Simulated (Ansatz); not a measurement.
# What NaB (Fm-3m) distorts into, part 2 of 3

Wanted: the energy along a soft mode of NaB (Fm-3m) and the structure at the end.

Ansatz 0.2.0; DFT PBEsol, scalar-relativistic, plane waves, PAW; PAW set soft_1.

So far, highest frequency on the path or at a solved wavevector (cm⁻¹): step 2 (the dispersion) 306. Also lowest frequency on the path (cm⁻¹): step 2 -210.

## Step 4: The mode frozen in, largest atomic shift 0.6 Å

The atoms are moved along the unstable eigenvector, the largest shift by 0.6 Å, with the cell fixed.

input.yaml reads:

```yaml
crystal:
  lattice:
    - [0.0, 0.0, -5.3023861574]
    - [5.3023861574, 0.0, 0.0]
    - [2.6511930787, -5.3023861574, -2.6511930787]
  atoms:
    - { symbol: Na, position: [0.4364379618, 0.5, 0.0] }
    - { symbol: Na, position: [0.0635620382, 0.0, 0.0] }
    - { symbol: Na, position: [0.1864379618, 0.75, 0.5] }
    - { symbol: Na, position: [0.8135620382, 0.25, 0.5] }
    - { symbol: B, position: [0.613156602, 0.0, 0.0] }
    - { symbol: B, position: [-0.113156602, 0.5, 0.0] }
    - { symbol: B, position: [0.363156602, 0.25, 0.5] }
    - { symbol: B, position: [0.636843398, 0.75, 0.5] }
kpoints:
  mp_grid: { grid: [8, 8, 8] }
hamiltonian:
  xc: pbesol
  pseudopotentials: { kind: paw, azcp: { folder: soft_1 }, xc_functional: pbe }
scf:
  occupations: { method: methfessel_paxton, width: 0.2 }
output:
  forces: true
  stress: true
  eigenvalues: true
```

Launch:

```
ansatz run input.yaml --threads 4 --pin off --max-ram 10240MiB --backend cpu --events-out ev --progress --plain --runs-dir out
```

Numbers of over 12 decimals in the logs are rounded to 6 here.

Log:

```text
[...]
Crystal: 8 atoms, lattice volume = 149.078 Å³
Basis set: ecut = 420 eV, 2913 PW (Γ), exchange–correlation on 72×72×90 points (8 copies of the dense FFT grid, shifted against one another)
Bands: 32, of which v1, the nominal top of the filled ones, is band 24 counted from 1 (23 counted from 0)
Symmetry: 8 space group operations
[...]
k-points: 95 of 512
[...]
k-point 0: bands = [... 20 lower, 1.1529, 1.8694, 2.1467, 2.6684, 2.7828, 2.8349, 3.2500, 4.4995, ... 4 higher]
  k-point 1: bands = [... 20 lower, 1.3759, 1.6242, 2.3502, 2.4522, 2.8626, 3.1488, 3.3967, 4.4795, ... 4 higher]
  k-point 2: bands = [... 20 lower, 1.3643, 1.8263, 2.1724, 2.8684, 3.0058, 3.5519, 3.7133, 4.4060, ... 4 higher]
  k-point 94: bands = [... 20 lower, 1.3820, 1.3820, 1.7056, 1.7056, 3.7791, 3.7791, 4.9734, 4.9734, ... 4 higher]
[key lines of the parts left out:]
SCF converged after 8 iterations
Free energy (F): -6499.498437 eV
Fermi energy:    2.909313 eV
P = ⅓ Tr σ = -2.2791 GPa (-22.791 kbar)
```

Run time: 5.1 s. Hardware: 4 threads of Arm Neoverse V2, shared host; peak memory 0.62 GiB; 20 s of CPU time.

Numbers from this step:

| Quantity | Value |
| --- | --- |
| pressure | -2.279 GPa |
| energy from the undistorted cell | -99.13 meV/atom |

The energy, extrapolated to zero smearing, is -99.13 meV/atom against the undistorted cell.

The run ends at a pressure of -2.28 GPa, with forces up to 0.67 eV/Å.

## Step 5: Energy along the mode, all amplitudes (two of the runs are shown above)

An imaginary frequency means negative curvature, so the energy should fall and then rise again as anharmonic terms take over.

Numbers from this step:

```
depth at the lowest point sampled  : 99.13 meV/atom
largest atomic shift at that point : 0.6 Å
```

The energy from the parent by largest atomic shift:

| largest atomic shift (Å) | energy from the parent (meV/atom) |
| --- | --- |
| 0.000 | 0 |
| 0.040 | -0.853 |
| 0.080 | -3.34 |
| 0.140 | -9.74 |
| 0.220 | -22.3 |
| 0.320 | -42.3 |
| 0.450 | -71.1 |
| 0.600 | -99.1 |

Displacement at unit largest shift by atom:

| atom | x (Å) | y (Å) | z (Å) | size |
| --- | --- | --- | --- | --- |
| Na1 | 0.00 | 0.00 | 0.56 | 0.56 |
| Na2 | 0.00 | 0.00 | -0.56 | 0.56 |
| Na3 | 0.00 | 0.00 | 0.56 | 0.56 |
| Na4 | 0.00 | 0.00 | -0.56 | 0.56 |
| B5 | 0.00 | 0.00 | -1.00 | 1.00 |
| B6 | 0.00 | 0.00 | 1.00 | 1.00 |
| B7 | 0.00 | 0.00 | -1.00 | 1.00 |
| B8 | 0.00 | 0.00 | 1.00 | 1.00 |

The lowest of the steps tried is the last one, at 0.6 Å, 99.1 meV/atom below the parent; the bottom of the well need not coincide with a step.

## Step 6: Relaxing from the distorted cell

Starting from the lowest point found, all atoms and the cell are let go, so that strain and other modes of the same symmetry can join in.

Edit input.yaml of step 4 so:

```diff
@@ -25 +25,6 @@
   eigenvalues: true
+relax:
+  adjacent_minimum: "off"
+  f_tol: 0.002
+  max_steps: 120
+  cell: { stress_tol: 0.03 }
```

Log:

```text
[...]
Crystal: 8 atoms, lattice volume = 149.078 Å³
Basis set: ecut = 420 eV, 2913 PW (Γ), exchange–correlation on 72×72×90 points (8 copies of the dense FFT grid, shifted against one another)
Bands: 32, of which v1, the nominal top of the filled ones, is band 24 counted from 1 (23 counted from 0)
Symmetry: 8 space group operations
[...]
k-points: 95 of 512
[...]
SCF iter   1: F=—  HF=-6499.606223 eV  |F-HF|=—  |Δ(HF+E_count)|=         —  Δρ=1.96e-2  dr2=4.55e-1  ethr=3.10e-3  ⟨swp⟩=6.0  Hψ=11077  notcnv=0
[...]
SCF iter   8: F=-6499.498437 eV  HF=-6499.498437 eV  |F-HF|=9.82e-9  |Δ(HF+E_count)|=   1.53e-8  S|Δr|=    0.00e0  Δρ=2.65e-6  dr2=2.68e-8  ethr=2.08e-10  ⟨swp⟩=9.0  Hψ=12065  notcnv=0
SCF 1 converged in 8 iterations: F = -6499.498437 eV  dr2 = 2.68e-8
[...]
relax step   1: F+E_penalty+E_count = -6499.49843679 eV  Δ(F+E_penalty+E_count) = +0.000e0 eV  max|allowed force component| = 6.626e-1 eV/Å  Δτ_max = 0.0000 Å  P = -2.279 GPa  Ω = 149.078 Å³  (8 SCF iters, dr2 threshold 1.00e-7 eV, accepted)
Crystal: 8 atoms, lattice volume = 140.447 Å³
Basis set: ecut = 420 eV, 2745 PW (Γ), exchange–correlation on 72×72×90 points (8 copies of the dense FFT grid, shifted against one another)
[...]
SCF iter   6: F=-6500.596314 eV  HF=-6500.596315 eV  |F-HF|=5.16e-7  |Δ(HF+E_count)|=   9.72e-7  S|Δr|=    0.00e0  Δρ=2.66e-5  dr2=6.90e-7  ethr=1.67e-9  ⟨swp⟩=6.2  Hψ=13132  notcnv=0
SCF 2 converged in 6 iterations: F = -6500.596314 eV  dr2 = 6.90e-7
[...]
relax step   2: F+E_penalty+E_count = -6500.59631424 eV  Δ(F+E_penalty+E_count) = -1.098e0 eV  max|allowed force component| = 1.051e0 eV/Å  Δτ_max = 0.1264 Å  P = -2.940 GPa  Ω = 140.447 Å³  energy of the carried Pulay correction = +1.298e-3 eV  (6 SCF iters, dr2 threshold 8.00e-7 eV, accepted)
Crystal: 8 atoms, lattice volume = 133.560 Å³
Basis set: ecut = 420 eV, 2629 PW (Γ), exchange–correlation on 72×72×90 points (8 copies of the dense FFT grid, shifted against one another)
[...]
SCF iter   7: F=-6502.499337 eV  HF=-6502.499337 eV  |F-HF|=4.74e-9  |Δ(HF+E_count)|=   2.76e-7  S|Δr|=    0.00e0  Δρ=5.79e-6  dr2=6.55e-8  ethr=1.67e-9  ⟨swp⟩=4.0  Hψ=9944  notcnv=0
SCF 3 converged in 7 iterations: F = -6502.499337 eV  dr2 = 6.55e-8
relax step   3: F+E_penalty+E_count = -6502.49933725 eV  Δ(F+E_penalty+E_count) = -1.903e0 eV  max|allowed force component| = 1.868e0 eV/Å  Δτ_max = 0.1950 Å  P = -4.418 GPa  Ω = 133.560 Å³  energy of the carried Pulay correction = +2.390e-3 eV  (7 SCF iters, dr2 threshold 8.00e-7 eV, accepted)
[... from here on, the SCF cycles and remarks between the steps are left out ...]
relax step   4: F+E_penalty+E_count = -6504.91331022 eV  Δ(F+E_penalty+E_count) = -2.414e0 eV  max|allowed force component| = 2.339e0 eV/Å  Δτ_max = 0.1957 Å  P = -4.583 GPa  Ω = 128.114 Å³  energy of the carried Pulay correction = +3.293e-3 eV  (7 SCF iters, dr2 threshold 8.00e-7 eV, accepted)
relax step   5: F+E_penalty+E_count = -6506.07039364 eV  Δ(F+E_penalty+E_count) = -1.157e0 eV  max|allowed force component| = 1.807e0 eV/Å  Δτ_max = 0.1960 Å  P = +2.568 GPa  Ω = 123.639 Å³  energy of the carried Pulay correction = +4.061e-3 eV  (7 SCF iters, dr2 threshold 8.00e-7 eV, accepted)
relax step   6: F+E_penalty+E_count = -6506.60439216 eV  Δ(F+E_penalty+E_count) = -5.340e-1 eV  max|allowed force component| = 1.055e0 eV/Å  Δτ_max = 0.1967 Å  P = -0.959 GPa  Ω = 119.374 Å³  energy of the carried Pulay correction = +4.818e-3 eV  (8 SCF iters, dr2 threshold 8.00e-7 eV, accepted)
relax step   7: F+E_penalty+E_count = -6506.99241897 eV  Δ(F+E_penalty+E_count) = -3.880e-1 eV  max|allowed force component| = 4.175e-1 eV/Å  Δτ_max = 0.0537 Å  P = -0.857 GPa  Ω = 118.777 Å³  energy of the carried Pulay correction = +4.926e-3 eV  (7 SCF iters, dr2 threshold 8.00e-7 eV, accepted)
relax step   8: F+E_penalty+E_count = -6507.45671645 eV  Δ(F+E_penalty+E_count) = -4.643e-1 eV  max|allowed force component| = 5.616e-1 eV/Å  Δτ_max = 0.0444 Å  P = +0.703 GPa  Ω = 116.347 Å³  energy of the carried Pulay correction = +5.370e-3 eV  (7 SCF iters, dr2 threshold 8.00e-7 eV, accepted)
relax step   9: F+E_penalty+E_count = -6507.99285273 eV  Δ(F+E_penalty+E_count) = -5.361e-1 eV  max|allowed force component| = 7.630e-1 eV/Å  Δτ_max = 0.0776 Å  P = +1.760 GPa  Ω = 115.580 Å³  energy of the carried Pulay correction = +5.512e-3 eV  (7 SCF iters, dr2 threshold 8.00e-7 eV, accepted)
relax step  10: F+E_penalty+E_count = -6508.84301132 eV  Δ(F+E_penalty+E_count) = -8.502e-1 eV  max|allowed force component| = 1.196e0 eV/Å  Δτ_max = 0.1248 Å  P = +0.317 GPa  Ω = 117.472 Å³  energy of the carried Pulay correction = +5.163e-3 eV  (9 SCF iters, dr2 threshold 8.00e-7 eV, accepted)
relax step  11: F+E_penalty+E_count = -6509.93360107 eV  Δ(F+E_penalty+E_count) = -1.091e0 eV  max|allowed force component| = 9.204e-1 eV/Å  Δτ_max = 0.1091 Å  P = +3.301 GPa  Ω = 114.520 Å³  energy of the carried Pulay correction = +5.709e-3 eV  (7 SCF iters, dr2 threshold 8.00e-7 eV, accepted)
relax step  12: F+E_penalty+E_count = -6510.31129164 eV  Δ(F+E_penalty+E_count) = -3.777e-1 eV  max|allowed force component| = 5.207e-1 eV/Å  Δτ_max = 0.0933 Å  P = +6.963 GPa  Ω = 113.691 Å³  energy of the carried Pulay correction = +5.864e-3 eV  (7 SCF iters, dr2 threshold 8.00e-7 eV, accepted)
relax step  13: F+E_penalty+E_count = -6510.43676200 eV  Δ(F+E_penalty+E_count) = -1.255e-1 eV  max|allowed force component| = 5.675e-1 eV/Å  Δτ_max = 0.1182 Å  P = -0.500 GPa  Ω = 121.656 Å³  energy of the carried Pulay correction = +4.410e-3 eV  (7 SCF iters, dr2 threshold 8.00e-7 eV, accepted)
relax step  14: F+E_penalty+E_count = -6510.53008690 eV  Δ(F+E_penalty+E_count) = -9.332e-2 eV  max|allowed force component| = 1.448e-1 eV/Å  Δτ_max = 0.0709 Å  P = +0.212 GPa  Ω = 121.363 Å³  energy of the carried Pulay correction = +4.462e-3 eV  (6 SCF iters, dr2 threshold 8.00e-7 eV, accepted)
relax step  15: F+E_penalty+E_count = -6510.57273750 eV  Δ(F+E_penalty+E_count) = -4.265e-2 eV  max|allowed force component| = 9.036e-2 eV/Å  Δτ_max = 0.0316 Å  P = -0.139 GPa  Ω = 122.756 Å³  energy of the carried Pulay correction = +4.216e-3 eV  (6 SCF iters, dr2 threshold 8.00e-7 eV, accepted)
relax step  16: F+E_penalty+E_count = -6510.59285750 eV  Δ(F+E_penalty+E_count) = -2.012e-2 eV  max|allowed force component| = 1.573e-2 eV/Å  Δτ_max = 0.0114 Å  P = -0.081 GPa  Ω = 122.075 Å³  energy of the carried Pulay correction = +4.336e-3 eV  (5 SCF iters, dr2 threshold 8.00e-7 eV, accepted)
relax step  17: F+E_penalty+E_count = -6510.59310334 eV  Δ(F+E_penalty+E_count) = -2.458e-4 eV  max|allowed force component| = 1.688e-3 eV/Å  Δτ_max = 0.0023 Å  P = -0.003 GPa  Ω = 121.783 Å³  energy of the carried Pulay correction = +4.388e-3 eV  (5 SCF iters, dr2 threshold 1.96e-8 eV, accepted)
relax step  18: F+E_penalty+E_count = -6510.59319186 eV  Δ(F+E_penalty+E_count) = -8.852e-5 eV  max|allowed force component| = 2.492e-3 eV/Å  Δτ_max = 0.0016 Å  P = -0.030 GPa  Ω = 121.599 Å³  energy of the carried Pulay correction = +4.420e-3 eV  (6 SCF iters, dr2 threshold 6.02e-9 eV, accepted)
relax step  19: F+E_penalty+E_count = -6510.59323895 eV  Δ(F+E_penalty+E_count) = -4.708e-5 eV  max|allowed force component| = 1.680e-3 eV/Å  Δτ_max = 0.0011 Å  P = +0.009 GPa  Ω = 121.459 Å³  energy of the carried Pulay correction = +4.445e-3 eV  (5 SCF iters, dr2 threshold 8.47e-9 eV, accepted)
relax step  20: F+E_penalty+E_count = -6510.59325679 eV  Δ(F+E_penalty+E_count) = -1.784e-5 eV  max|allowed force component| = 5.007e-4 eV/Å  Δτ_max = 0.0002 Å  P = -0.002 GPa  Ω = 121.404 Å³  energy of the carried Pulay correction = +4.455e-3 eV  (5 SCF iters, dr2 threshold 3.83e-9 eV, accepted)
relax step  21: F+E_penalty+E_count = -6510.95676549 eV  Δ(F+E_penalty+E_count) = -3.635e-1 eV  max|allowed force component| = 3.224e-2 eV/Å  Δτ_max = 0.0000 Å  P = +2.660 GPa  Ω = 121.404 Å³  stress off target by 7.56e0 GPa  SCF on the basis re-selected at this cell (its energy is not comparable with the rows above)  (8 SCF iters)
relax step  22: F+E_penalty+E_count = -6511.10434572 eV  Δ(F+E_penalty+E_count) = -1.476e-1 eV  max|allowed force component| = 9.243e-2 eV/Å  Δτ_max = 0.0385 Å  P = +1.767 GPa  Ω = 128.033 Å³  energy of the carried Pulay correction = -1.705e-3 eV  (6 SCF iters, dr2 threshold 8.00e-7 eV, accepted)
relax step  23: F+E_penalty+E_count = -6511.17928935 eV  Δ(F+E_penalty+E_count) = -7.494e-2 eV  max|allowed force component| = 9.272e-2 eV/Å  Δτ_max = 0.0164 Å  P = +0.613 GPa  Ω = 128.807 Å³  energy of the carried Pulay correction = -2.049e-3 eV  (6 SCF iters, dr2 threshold 8.00e-7 eV, accepted)
relax step  24: F+E_penalty+E_count = -6511.19252939 eV  Δ(F+E_penalty+E_count) = -1.324e-2 eV  max|allowed force component| = 5.616e-2 eV/Å  Δτ_max = 0.0197 Å  P = -0.162 GPa  Ω = 133.576 Å³  energy of the carried Pulay correction = -3.216e-3 eV  (6 SCF iters, dr2 threshold 8.00e-7 eV, accepted)
relax step  25: F+E_penalty+E_count = -6511.19965396 eV  Δ(F+E_penalty+E_count) = -7.125e-3 eV  max|allowed force component| = 1.134e-2 eV/Å  Δτ_max = 0.0112 Å  P = -0.035 GPa  Ω = 132.004 Å³  energy of the carried Pulay correction = -2.847e-3 eV  (5 SCF iters, dr2 threshold 8.00e-7 eV, accepted)
relax step  26: F+E_penalty+E_count = -6511.19987431 eV  Δ(F+E_penalty+E_count) = -2.203e-4 eV  max|allowed force component| = 6.675e-3 eV/Å  Δτ_max = 0.0049 Å  P = +0.037 GPa  Ω = 132.090 Å³  energy of the carried Pulay correction = -2.861e-3 eV  (5 SCF iters, dr2 threshold 1.47e-7 eV, accepted)
relax step  27: F+E_penalty+E_count = -6511.19988287 eV  Δ(F+E_penalty+E_count) = -8.561e-6 eV  max|allowed force component| = 1.044e-3 eV/Å  Δτ_max = 0.0012 Å  P = +0.010 GPa  Ω = 132.161 Å³  energy of the carried Pulay correction = -2.879e-3 eV  (5 SCF iters, dr2 threshold 1.44e-8 eV, accepted)
relax step  28: F+E_penalty+E_count = -6511.20610419 eV  Δ(F+E_penalty+E_count) = -6.221e-3 eV  max|allowed force component| = 4.275e-4 eV/Å  Δτ_max = 0.0000 Å  P = +0.069 GPa  Ω = 132.161 Å³  stress off target by 1.27e-1 GPa  SCF on the basis re-selected at this cell (its energy is not comparable with the rows above)  (7 SCF iters)
relax step  29: F+E_penalty+E_count = -6511.20611013 eV  Δ(F+E_penalty+E_count) = -5.940e-6 eV  max|allowed force component| = 1.833e-3 eV/Å  Δτ_max = 0.0008 Å  P = -0.003 GPa  Ω = 132.479 Å³  energy of the carried Pulay correction = -8.274e-5 eV  (5 SCF iters, dr2 threshold 4.03e-8 eV, accepted)
Basis set: ecut = 420 eV, 2625 PW (Γ), exchange–correlation on 108×48×96 points (8 copies of the dense FFT grid, shifted against one another)
[...]
SCF iter   5: F=-6511.206195 eV  HF=-6511.206195 eV  |F-HF|=6.37e-12  |Δ(HF+E_count)|=  1.50e-10  S|Δr|=    0.00e0  Δρ=1.07e-7  dr2=2.30e-11  ethr=1.00e-12  ⟨swp⟩=6.5  Hψ=16709  notcnv=0
SCF 30 converged in 5 iterations: F = -6511.206195 eV  dr2 = 2.30e-11
relax step  30: F+E_penalty+E_count = -6511.20619550 eV  Δ(F+E_penalty+E_count) = -8.536e-5 eV  max|allowed force component| = 1.839e-3 eV/Å  Δτ_max = 0.0000 Å  P = -0.003 GPa  Ω = 132.479 Å³  stress off target by 8.24e-3 GPa  SCF on the basis re-selected at this cell (its energy is not comparable with the rows above)  (5 SCF iters)
[...]
SCF converged after 5 iterations
[...]
Free energy (F): -6511.206195 eV
[...]
Internal energy: -6511.208302 eV  (E = F + TS)
E sigma→0 (E₀):  -6511.206722 eV
Entropy (-TS):   0.002107 eV (0.263 meV/atom)
Fermi energy:    4.839482 eV
[...]
--- Forces (eV/Å), atoms counted from 1 ---
  atom   1  Na    -0.00000000     0.00102838     0.00021803
  atom   2  Na     0.00000000     0.00102838    -0.00021803
  atom   3  Na     0.00000000    -0.00102838     0.00021803
  atom   4  Na     0.00000000    -0.00102838    -0.00021803
  atom   5  B      0.00000000    -0.00019567     0.00183905
  atom   6  B      0.00000000    -0.00019567    -0.00183905
  atom   7  B      0.00000000     0.00019567     0.00183905
  atom   8  B      0.00000000     0.00019567    -0.00183905
  max |Σ_I F_I| component: 9.76e-19 eV/Å
--- Stress (GPa, compression-positive) ---
       -0.008236       0.000000       0.000000
        0.000000      -0.007166       0.000000
        0.000000       0.000000       0.006755
  P = ⅓ Tr σ = -0.0029 GPa (-0.029 kbar)
--- Band table (eV; the first three rows and the last of 95) ---
  k-point 0: bands = [... 20 lower, 0.4190, 1.7310, 1.7925, 2.8466, 4.5899, 6.8712, 7.6960, 7.8597, ... 4 higher]
  k-point 1: bands = [... 20 lower, 0.3377, 1.7318, 1.9559, 2.6166, 5.0628, 6.8767, 6.9316, 7.6985, ... 4 higher]
  k-point 2: bands = [... 20 lower, 0.3368, 1.7339, 2.3116, 2.3873, 5.6332, 6.0518, 6.9135, 7.5003, ... 4 higher]
  k-point 94: bands = [... 20 lower, 3.5109, 3.5109, 3.5132, 3.5132, 5.6021, 5.6021, 6.3493, 6.3493, ... 4 higher]
--- Relaxed structure (27 steps of the walk, 27 accepted, 3 SCFs on fresh bases) ---
  F+E_penalty+E_count = -6511.20619550 eV   max|allowed force component| = 1.839e-3 eV/Å   (the final SCF, on the basis selected at the relaxed cell)
  cell:  # Å, volume = 132.4786 Å³
    - [0.0, 0.0, -8.013644]
    - [3.196598, 0.0, 0.0]
    - [1.598299, -5.171631, -4.006822]
  atoms:
    - { symbol: Na, position: [0.438886, 0.510320, -0.020640] }
    - { symbol: Na, position: [0.081754, 0.010320, -0.020640] }
    - { symbol: Na, position: [0.168246, 0.739680, 0.520640] }
    - { symbol: Na, position: [0.811114, 0.239680, 0.520640] }
    - { symbol: B, position: [0.723820, -0.019103, 0.038206] }
    - { symbol: B, position: [-0.262027, 0.480897, 0.038206] }
    - { symbol: B, position: [0.512027, 0.269103, 0.461794] }
    - { symbol: B, position: [0.526180, 0.769103, 0.461794] }
```

The job ended after 2.6 min (4 threads; peak memory 0.66 GiB).

Step by step (22 of 30):

| step | energy less that of the first step (eV) | largest force component (eV/Å) | pressure (GPa) | volume (Å³) |
| --- | --- | --- | --- | --- |
| 1 | 0.0000 | 0.6626 | -2.28 | 149.08 |
| 2 | -1.0979 | 1.0512 | -2.94 | 140.45 |
| 4 | -5.4149 | 2.3387 | -4.58 | 128.11 |
| 5 | -6.5720 | 1.8068 | 2.57 | 123.64 |
| 7 | -7.4940 | 0.4175 | -0.86 | 118.78 |
| 8 | -7.9583 | 0.5616 | 0.70 | 116.35 |
| 9 | -8.4944 | 0.7630 | 1.76 | 115.58 |
| 11 | -10.4352 | 0.9204 | 3.30 | 114.52 |
| 12 | -10.8129 | 0.5207 | 6.96 | 113.69 |
| 13 | -10.9383 | 0.5675 | -0.50 | 121.66 |
| 15 | -11.0743 | 0.0904 | -0.14 | 122.76 |
| 16 | -11.0944 | 0.0157 | -0.08 | 122.08 |
| 18 | -11.0948 | 0.0025 | -0.03 | 121.60 |
| 19 | -11.0948 | 0.0017 | 0.01 | 121.46 |
| 20 | -11.0948 | 0.0005 | 0.00 | 121.40 |
| 22 | -11.6059 | 0.0924 | 1.77 | 128.03 |
| 23 | -11.6809 | 0.0927 | 0.61 | 128.81 |
| 24 | -11.6941 | 0.0562 | -0.16 | 133.58 |
| 26 | -11.7014 | 0.0067 | 0.04 | 132.09 |
| 27 | -11.7014 | 0.0010 | 0.01 | 132.16 |
| 29 | -11.7077 | 0.0018 | 0.00 | 132.48 |
| 30* | -11.7078 | 0.0018 | 0.00 | 132.48 |

Relaxation steps marked * repeat the geometry before them on a plane-wave basis chosen anew for their cell, so energy and pressure can jump there. Other such steps can lie between the rows shown.

The run keeps the 8 symmetry operations that it works with, so distortions that break them were not tested.

| cell as run | before | after | change |
| --- | --- | --- | --- |
| a (Å) | 5.302 | 8.014 | +51.1 % |
| b (Å) | 5.302 | 3.197 | -39.7 % |
| c (Å) | 6.494 | 6.735 | +3.7 % |
| α (°) | 65.91 | 76.27 | +15.7 % |
| β (°) | 65.91 | 53.49 | -18.8 % |
| volume (Å³/atom) | 18.63 | 16.56 | -11.1 % |

The atoms that moved most (Å, as changes of fractional coordinates times the final cell):

| atom | dx | dy | dz | length |
| --- | --- | --- | --- | --- |
| B6 | 0.000 | -0.198 | 1.040 | 1.059 |
| B7 | 0.000 | 0.198 | -1.040 | 1.059 |
| B8 | 0.000 | 0.198 | 1.040 | 1.059 |
| B5 | 0.000 | -0.198 | -1.040 | 1.059 |
| Na4 | 0.000 | -0.107 | -0.063 | 0.124 |
| Na3 | 0.000 | -0.107 | 0.063 | 0.124 |
| Na1 | 0.000 | 0.107 | 0.063 | 0.124 |
| Na2 | 0.000 | 0.107 | -0.063 | 0.124 |

This step gave:

```yaml
pressure: -0.002882 GPa
volume_per_atom: 16.56 Å³
```

The distorted start has space group Ibam; the relaxation ends in Ibam.

[end of part 2 of 3]

[Logs are printed without paths, hosts, clocks, repeated set-up lines and the standing remarks that a program may print on its own settings, such as how far it seeks lower states.]

[Hosts, paths, dates, database ids (printed as entryN), source tags and the programs' standing remarks are cut or masked in the printed files.]
